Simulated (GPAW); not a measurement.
## A Mo chain with one Ti atom in line: transmission at several levels

How well does a Mo chain with one Ti atom in line conduct at low bias, and how far do basis and functional move the answer?

Main program and level: GPAW 26.7.0; GPAW LCAO, PAW setups; Landauer transmission from Green's functions with principal layers (ASE), zero bias.

Report form: the programs' logs are mostly left out.

### Step 1. The starting structure

The cell holds 15 atoms: 14 Mo and 1 Ti. Its edges and angles: a = 9.000 Å, b = 9.000 Å, c = 33.688 Å, α = 90.0°, β = 90.0°, γ = 90.0°. Regions: left lead, 7 atoms (7 Mo); channel, 1 atom (1 Ti); right lead, 7 atoms (7 Mo). Vacuum lies along a and b. The structure is stacked along c, and the current runs across the ab planes.

### Step 2. Double-zeta polarised basis

Localised orbitals split the wire into layers that couple to their neighbours alone, which is what the Green's function method needs; double zeta with polarisation is the usual level for numbers.

run.py

```python
import json
import numpy as np
from ase import Atoms
from ase.transport.calculators import TransportCalculator
from gpaw import GPAW, FermiDirac
from gpaw.lcao.tools import get_lcao_hamiltonian
from scipy.linalg import eigh

# The junction with lead layers at both ends, along the third cell vector
device = Atoms(
    ['Mo', 'Mo', 'Mo', 'Mo', 'Mo', 'Mo', 'Mo', 'Ti', 'Mo', 'Mo', 'Mo', 'Mo', 'Mo', 'Mo', 'Mo'],
    positions=[
        [4.50000, 4.50000, 1.12500],
        [4.50000, 4.50000, 3.37500],
        [4.50000, 4.50000, 5.62500],
        [4.50000, 4.50000, 7.87500],
        [4.50000, 4.50000, 10.12500],
        [4.50000, 4.50000, 12.37500],
        [4.50000, 4.50000, 14.62500],
        [4.50000, 4.50000, 16.84420],
        [4.50000, 4.50000, 19.06340],
        [4.50000, 4.50000, 21.31340],
        [4.50000, 4.50000, 23.56340],
        [4.50000, 4.50000, 25.81340],
        [4.50000, 4.50000, 28.06340],
        [4.50000, 4.50000, 30.31340],
        [4.50000, 4.50000, 32.56340]],
    cell=[[9.0, 0.0, 0.0], [0.0, 9.0, 0.0], [0.0, 0.0, 33.6884]],
    pbc=True)

# One principal layer of the lead: the first 5 atoms of the device
lead = Atoms(
    ['Mo', 'Mo', 'Mo', 'Mo', 'Mo'],
    positions=[
        [4.50000, 4.50000, 1.12500],
        [4.50000, 4.50000, 3.37500],
        [4.50000, 4.50000, 5.62500],
        [4.50000, 4.50000, 7.87500],
        [4.50000, 4.50000, 10.12500]],
    cell=[[9.0, 0.0, 0.0], [0.0, 9.0, 0.0], [0.0, 0.0, 11.25]],
    pbc=True)

settings = dict(mode='lcao', basis='dzp', xc='PBE', h=0.2,
                occupations=FermiDirac(0.1), maxiter=250,
                mixer=dict(beta=0.1, nmaxold=8, weight=100.0),
                convergence=dict(density=0.0001))
energies = np.arange(-2, 2 + 1e-9, 0.05)
eta = 0.0001
n1, n2 = 1, 1
# k and -k transmit alike, so half of the mesh across the current serves
mesh = [(i, j) for i in range(n1) for j in range(n2) if (i, j) <= (-i % n1, -j % n2)]
weights = np.array([1 if (i, j) == (-i % n1, -j % n2) else 2 for i, j in mesh]) / (n1 * n2)

# [... helper functions left out ...]
fermi_lead = ground_state(lead, (1, 1, 10), 'lead.txt')
fermi_device = ground_state(device, (1, 1, 3), 'device.txt')
# [... loop over the mesh left out, but for ...]
        # Shift the lead onto the potential of the device's first layer
        shift = ((H[:, 0, 0] - H0[:, 0, 0]) / S0[0, 0]).real.mean()
# [...]
kT = 8.617333e-5 * 200
bias = [0.1, 0.2, 0.5, 1.0, 1.5, 2.0]
# [... integrals and printing left out ...]
```

Launch:

```sh
$ OMP_NUM_THREADS=1 OPENBLAS_NUM_THREADS=1 python run.py
```

The job ended after 3.2 min (1 thread of Arm Neoverse V2, shared host; peak memory 1.4 GiB).

Numbers from this step:

- conductance: 4.639 G₀
- largest coupling past the next principal layer: 2.80e-5 eV
- largest misfit of the first principal layer: 0.02425 eV
- shift that aligns the lead: -0.001326 eV
- basis functions of the junction: 435
- basis functions of a principal layer: 145
- transmission at the Fermi level (one spin): 4.642

One spin. Transmission, zone mean against energy, zero at the Fermi level:

```csv
energy (eV),"transmission, zone mean"
-2.000,1.94
-1.800,2.10
-1.600,2.27
-1.400,3.10
-1.200,3.27
-1.000,3.36
-0.800,3.45
-0.600,3.76
-0.400,4.05
-0.200,4.39
0.000,4.64
0.200,4.72
0.400,4.83
0.600,4.93
0.800,4.80
1.000,4.57
1.200,4.09
1.400,3.24
1.600,2.88
1.800,2.12
2.000,1.91
```

Not self-consistent under bias; the bias window is split evenly. Current through one cell, from the zero-bias transmission against bias:

```csv
bias (V),"current through one cell, from the zero-bias transmission (mA)"
0.100,0.0359
0.200,0.0718
0.500,0.178
1.000,0.351
1.500,0.518
2.000,0.675
```

The transmission of the three most open eigenchannels by energy, zero at the Fermi level:

```
energy (eV)  channel 1  channel 2  channel 3
      -2.00      0.797      0.573      0.573
      -1.85      0.819      0.622      0.622
      -1.70      0.851      0.665      0.665
      -1.60      0.894      0.690      0.690
      -1.45      0.876      0.721      0.721
      -1.30      0.982      0.745      0.745
      -1.15      0.992      0.770      0.764
      -1.05      0.994      0.791      0.776
      -0.90      0.997      0.818      0.791
      -0.75      0.998      0.839      0.806
      -0.60      0.999      0.856      0.820
      -0.50      0.998      0.864      0.828
      -0.35      0.998      0.875      0.840
      -0.20      0.997      0.884      0.849
      -0.05      0.995      0.893      0.855
       0.00      0.995      0.896      0.856
       0.05      0.995      0.899      0.857
       0.20      0.994      0.908      0.856
       0.35      0.993      0.915      0.850
       0.50      0.993      0.920      0.841
       0.60      0.992      0.923      0.832
       0.75      0.991      0.925      0.816
       0.90      0.989      0.926      0.797
       1.05      0.987      0.927      0.774
       1.15      0.986      0.927      0.755
       1.30      0.985      0.927      0.711
       1.45      0.985      0.927      0.634
       1.60      0.986      0.926      0.483
       1.70      0.987      0.925      0.312
       1.85      0.988      0.923     0.0284
       2.00      0.989      0.919     5.3e-6
```

Couplings past the next layer reach 2.8e-5 eV, small enough to drop; the matrix elements of the cell's first layer differ from the bulk lead's by up to 0.024 eV. That layer keeps its own values in the calculation, and only beyond it is the lead taken as perfect. The Fermi levels of lead and junction count from different zeros of potential, one for each periodic cell; with both set to zero, the small remaining shift is what aligns them. By hand: G = 4.639 × 77.48 μS = 359 μS, a resistance of 2.78 kΩ; at 0.1 V a linear junction would pass 35.9 μA, and the integral over the bias window gives 35.9 μA.

### Step 3. Single-zeta polarised basis

One radial function a shell plus polarisation makes the matrices smaller; the question is what that costs.

run.py: that of step 2 with these lines changed.

```diff
@@ -42,3 +42,3 @@
 
-settings = dict(mode='lcao', basis='dzp', xc='PBE', h=0.2,
+settings = dict(mode='lcao', basis='szp(dzp)', xc='PBE', h=0.2,
                 occupations=FermiDirac(0.1), maxiter=250,
```

The job ended after 1.8 min (1 thread; peak memory 1.3 GiB).

This step gave:

| Property | Result |
| --- | --- |
| conductance | 4.553 G₀ |
| largest coupling past the next principal layer | 2.79e-5 eV |
| largest misfit of the first principal layer | 0.02670 eV |
| shift that aligns the lead | -0.003053 eV |
| basis functions of the junction | 240 |
| basis functions of a principal layer | 80 |
| transmission at the Fermi level (one spin) | 4.556 |

One spin. The transmission, zone mean by energy, zero at the Fermi level:

energy (eV), transmission, zone mean and a bar from the least value:
```
   -2.000       1.98 #
   -1.800       2.13 ##
   -1.600       2.27 ###
   -1.400       2.47 ######
   -1.200       3.19 #############
   -1.000       3.35 ###############
   -0.800       3.45 ################
   -0.600       3.74 ###################
   -0.400       3.99 #####################
   -0.200       4.31 ########################
    0.000       4.56 ###########################
    0.200       4.64 ############################
    0.400       4.77 #############################
    0.550       4.86 ##############################
    0.600       4.86 ##############################
    0.800       4.68 ############################
    1.000       4.44 ##########################
    1.200       3.88 ####################
    1.400       3.22 #############
    1.600       2.94 ##########
    1.800       2.43 #####
    2.000       1.92
```

Not self-consistent under bias; the bias window is split evenly. The current through one cell, from the zero-bias transmission by bias:

| bias (V) | current through one cell, from the zero-bias transmission (mA) |
| --- | --- |
| 0.100 | 0.0353 |
| 0.200 | 0.0704 |
| 0.500 | 0.175 |
| 1.000 | 0.345 |
| 1.500 | 0.510 |
| 2.000 | 0.665 |

Transmission of the three most open eigenchannels against energy, zero at the Fermi level:

| energy (eV) | channel 1 | channel 2 | channel 3 |
| --- | --- | --- | --- |
| -2.000 | 0.787 | 0.596 | 0.596 |
| -1.800 | 0.815 | 0.657 | 0.657 |
| -1.600 | 0.854 | 0.706 | 0.706 |
| -1.400 | 0.989 | 0.742 | 0.742 |
| -1.200 | 0.886 | 0.773 | 0.768 |
| -1.000 | 0.973 | 0.807 | 0.787 |
| -0.800 | 0.992 | 0.837 | 0.803 |
| -0.600 | 0.997 | 0.859 | 0.818 |
| -0.400 | 0.999 | 0.874 | 0.833 |
| -0.200 | 0.998 | 0.885 | 0.844 |
| 0.000 | 0.996 | 0.895 | 0.850 |
| 0.200 | 0.994 | 0.905 | 0.849 |
| 0.400 | 0.993 | 0.915 | 0.839 |
| 0.600 | 0.992 | 0.922 | 0.820 |
| 0.800 | 0.991 | 0.927 | 0.794 |
| 1.000 | 0.988 | 0.928 | 0.763 |
| 1.200 | 0.986 | 0.926 | 0.721 |
| 1.400 | 0.986 | 0.921 | 0.654 |
| 1.600 | 0.987 | 0.918 | 0.520 |
| 1.800 | 0.988 | 0.915 | 0.262 |
| 2.000 | 0.990 | 0.911 | 0.0123 |

The conductance, 4.55 G₀, lies 1.9 % below that of the dzp run.

### Step 4. GPAW, sz: basis = "sz(dzp)"

The minimal basis is the cheapest rung: no second zeta and no polarisation.

run.py: that of step 3 with these lines changed.

```diff
@@ -42,3 +42,3 @@
 
-settings = dict(mode='lcao', basis='szp(dzp)', xc='PBE', h=0.2,
+settings = dict(mode='lcao', basis='sz(dzp)', xc='PBE', h=0.2,
                 occupations=FermiDirac(0.1), maxiter=250,
```

Wall time 85 s (1 thread); peak memory 1.2 GiB.

This step gave:

- conductance: 4.534 G₀
- largest coupling past the next principal layer: 2.78e-5 eV
- largest misfit of the first principal layer: 0.03180 eV
- shift that aligns the lead: -0.004331 eV
- basis functions of the junction: 195
- basis functions of a principal layer: 65
- transmission at the Fermi level (one spin): 4.537

One spin. The transmission, zone mean by energy, zero at the Fermi level:

```csv
energy (eV),"transmission, zone mean"
-2.00,2.02
-1.90,2.10
-1.80,2.17
-1.70,2.24
-1.55,2.34
-1.45,2.44
-1.40,2.49
-1.35,1.98
-1.25,2.90
-1.15,3.23
-1.05,3.32
-0.90,3.40
-0.80,3.46
-0.70,3.61
-0.60,3.74
-0.50,3.87
-0.40,3.98
-0.25,4.20
-0.15,4.38
-0.05,4.50
0.00,4.54
0.05,4.56
0.15,4.60
0.25,4.65
0.40,4.76
0.50,4.82
0.55,4.84
0.60,4.83
0.70,4.75
0.80,4.62
0.90,4.50
1.05,4.26
1.15,3.95
1.25,3.57
1.35,3.23
1.45,3.15
1.55,3.04
1.70,2.80
1.80,2.57
1.90,2.30
2.00,2.04
```

The conductance, 4.53 G₀, lies 2.3 % below that of the dzp run.

### Step 5. LDA in the dzp basis: xc = "LDA"

Back in the dzp basis, the functional changes from PBE to LDA, to set the spread between functionals beside that between bases.

run.py: that of step 4 with these lines changed.

```diff
@@ -42,3 +42,3 @@
 
-settings = dict(mode='lcao', basis='sz(dzp)', xc='PBE', h=0.2,
+settings = dict(mode='lcao', basis='dzp', xc='LDA', h=0.2,
                 occupations=FermiDirac(0.1), maxiter=250,
```

It took 3.1 min on 1 thread; peak memory 1.4 GiB.

This step gave:

* conductance: 4.680 G₀
* largest coupling past the next principal layer: 2.75e-5 eV
* largest misfit of the first principal layer: 0.02774 eV
* shift that aligns the lead: -0.002245 eV
* basis functions of the junction: 435
* basis functions of a principal layer: 145
* transmission at the Fermi level (one spin): 4.684

The conductance, 4.68 G₀, lies 0.9 % above that of the dzp run.

### Step 6. Cost and result by level

Times are for 1 thread of Arm Neoverse V2, shared host. The runs compared:

```
no.      run  conductance (G₀)     time  memory (GiB)
  1      dzp             4.639  3.2 min           1.4
  2      szp             4.553  1.8 min           1.3
  3       sz             4.534     85 s           1.2
  4  dzp LDA             4.680  3.1 min           1.4
```

### Step 7. Comparison

The curves are compared point by point over the common energies.

This step: comparison of transmission and cost over codes and levels (GPAW 26.7.0).

Ladder, by row:

| step | code | T at the Fermi level (sum over the listed spins) | conductance (G0) | r.m.s. T(E) from the first | wall time (s) | peak memory (GiB) | threads |
| --- | --- | --- | --- | --- | --- | --- | --- |
| dzp | GPAW | 4.642 | 4.639 | 0 | 193.6 | 1.42 | 1 |
| szp | GPAW | 4.556 | 4.553 | 0.2038 | 109.2 | 1.31 | 1 |
| sz | GPAW | 4.537 | 4.534 | 0.2469 | 84.96 | 1.25 | 1 |
| dzp-LDA | GPAW | 4.684 | 4.68 | 0.09479 | 186.8 | 1.43 | 1 |

The transmission, zone mean, sum over the listed spins by energy, zero at the Fermi level:

```csv
energy (eV),dzp,szp,sz,dzp-LDA
-2.000,1.94,1.98,2.02,1.94
-1.800,2.10,2.13,2.17,2.10
-1.600,2.27,2.27,2.31,2.30
-1.400,3.10,2.47,2.49,3.16
-1.200,3.27,3.19,3.13,3.28
-1.000,3.36,3.35,3.35,3.37
-0.800,3.45,3.45,3.46,3.45
-0.600,3.76,3.74,3.74,3.79
-0.400,4.05,3.99,3.98,4.09
-0.200,4.39,4.31,4.29,4.43
0.000,4.64,4.56,4.54,4.68
0.200,4.72,4.64,4.62,4.76
0.400,4.83,4.77,4.76,4.87
0.550,4.92,4.86,4.84,4.96
0.600,4.93,4.86,4.83,4.97
0.800,4.80,4.68,4.62,4.85
1.000,4.57,4.44,4.37,4.65
1.200,4.09,3.88,3.77,4.23
1.400,3.24,3.22,3.20,3.31
1.600,2.88,2.94,2.97,2.99
1.800,2.12,2.43,2.57,2.24
2.000,1.91,1.92,2.04,1.92
```

### Step 8. Basis sz(dzp), functional RPBE

A smaller basis is cheaper in every inversion. The functional moves levels against the Fermi level.

This step: GPAW LCAO, PAW setups; Landauer transmission from Green's functions with principal layers (ASE), zero bias (GPAW 26.7.0).

run.py: that of step 5 with these lines changed.

```diff
@@ -42,3 +42,3 @@
 
-settings = dict(mode='lcao', basis='dzp', xc='LDA', h=0.2,
+settings = dict(mode='lcao', basis='sz(dzp)', xc='RPBE', h=0.2,
                 occupations=FermiDirac(0.1), maxiter=250,
```

Run time: 86 s. Hardware: 1 thread; peak memory 1.2 GiB.

Numbers from this step:

```yaml
conductance: 4.530 G₀
largest_coupling_past_the_next_principal_layer: 2.81e-5 eV
largest_misfit_of_the_first_principal_layer: 0.03029 eV
shift_that_aligns_the_lead: -0.004694 eV
basis_functions_of_the_junction: 195
basis_functions_of_a_principal_layer: 65
transmission_at_the_fermi_level_one_spin: 4.533
```

One spin. The transmission, zone mean by energy, zero at the Fermi level:

energy (eV), transmission, zone mean and a bar from the least value:
```
   -2.000       2.03 
   -1.800       2.18 ##
   -1.600       2.31 ###
   -1.400       2.47 #####
   -1.200       2.98 ##########
   -1.000       3.35 ##############
   -0.800       3.47 ###############
   -0.600       3.74 ##################
   -0.400       3.98 #####################
   -0.200       4.29 ########################
    0.000       4.53 ###########################
    0.200       4.62 ############################
    0.400       4.77 #############################
    0.550       4.84 ##############################
    0.600       4.82 ##############################
    0.800       4.61 ############################
    1.000       4.34 #########################
    1.200       3.72 ##################
    1.400       3.19 #############
    1.600       2.96 ##########
    1.800       2.54 ######
    2.000       2.00
```

Not self-consistent under bias; the bias window is split evenly. Current through one cell, from the zero-bias transmission against bias:

```csv
bias (V),"current through one cell, from the zero-bias transmission (mA)"
0.100,0.0351
0.200,0.0701
0.500,0.174
1.000,0.344
1.500,0.508
2.000,0.662
```

The transmission of the three most open eigenchannels by energy, zero at the Fermi level:

```
energy (eV)  channel 1  channel 2  channel 3
     -2.000      0.801      0.616      0.616
     -1.800      0.829      0.676      0.676
     -1.600      0.863      0.723      0.723
     -1.400      0.957      0.758      0.758
     -1.200      0.781      0.781      0.781
     -1.000      0.944      0.809      0.797
     -0.800      0.982      0.837      0.810
     -0.600      0.994      0.860      0.822
     -0.400      0.998      0.875      0.833
     -0.200      0.998      0.885      0.841
      0.000      0.997      0.893      0.846
      0.200      0.995      0.903      0.843
      0.400      0.993      0.913      0.832
      0.600      0.992      0.921      0.813
      0.800      0.989      0.926      0.786
      1.000      0.987      0.926      0.753
      1.200      0.985      0.922      0.710
      1.400      0.984      0.915      0.647
      1.600      0.985      0.910      0.533
      1.800      0.986      0.906      0.324
      2.000      0.987      0.900     0.0580
```

The conductance, 4.53 G₀, lies 2.3 % below that of the dzp run.

### Step 9. Density threshold 0.01, grid spacing 0.22

The Hamiltonian is taken from the last density. The density threshold is one of the tests that end the cycle; the energy must settle too, so a loose value may not be the test that decides. The real-space grid carries density and potential; a coarse one breaks translation symmetry along the lead and scatters electrons that should pass.

run.py: that of step 8 with these lines changed.

```diff
@@ -42,6 +42,6 @@
 
-settings = dict(mode='lcao', basis='sz(dzp)', xc='RPBE', h=0.2,
+settings = dict(mode='lcao', basis='dzp', xc='PBE', h=0.22,
                 occupations=FermiDirac(0.1), maxiter=250,
                 mixer=dict(beta=0.1, nmaxold=8, weight=100.0),
-                convergence=dict(density=0.0001))
+                convergence=dict(density=0.01))
 energies = np.arange(-2, 2 + 1e-9, 0.05)
```

The job ended after 1.8 min (1 thread; peak memory 1.2 GiB).

The run finished with changed settings (conv = 0.01 and h = 0.22); it serves as a test.

Side by side:

| quantity | this run | sound run | difference |
| --- | --- | --- | --- |
| conductance (G₀) | 4.6013 | 4.6387 | -0.0374 |
| largest coupling past the next principal layer (eV) | 2.800e-5 | 2.799e-5 | 6.5e-9 |
| largest misfit of the first principal layer (eV) | 0.042976 | 0.024246 | 0.0187 |
| shift that aligns the lead (eV) | 0.010287 | -0.0013260 | 0.0116 |
| transmission at the Fermi level (one spin) | 4.6032 | 4.6423 | -0.0390 |

### Step 10. Outcome

```yaml
conductance: 4.64 G₀
transmission_at_the_fermi_level_mean_of_the_spins: 4.64
thermopower: about 0 (under 1.5 μV/K)
```

**Reading.** In the dzp basis the junction conducts 4.64 G₀ at 200 K, with T = 4.64 a spin at the Fermi level; the sz basis reaches that conductance within 10 %. At the Fermi level the three most open eigenchannels pass 0.99, 0.90 and 0.86. Measured against the first run (dzp), the nearest curve is that of dzp-LDA (r.m.s. 0.095) and the farthest that of sz (0.25). Over the compared runs wall time goes from 85 s (sz) to 194 s (dzp), on a shared host. The geometry was built from estimated bond lengths and not relaxed, so the numbers describe this model structure. The run had no spin polarisation, so a magnetic state, which chains and small molecules with open shells often have, wasn't tested. An evenly spaced straight chain is an idealisation: free chains tend to dimerise, zigzag or, where a band edge lies near the Fermi level, turn magnetic. The currents use the zero-bias T(E) throughout, which holds only while the bias is small against the distance to the nearest feature. The energy step is wider than the thermal energy, so the conductance and thermopower rest on interpolation of T(E).

[Logs are printed without paths, hosts, clocks, repeated set-up lines and the standing remarks that a program may print on its own settings, such as how far it seeks lower states.]

[Hosts, paths, dates, database ids (printed as entryN), source tags and the programs' standing remarks are cut or masked in the printed files.]
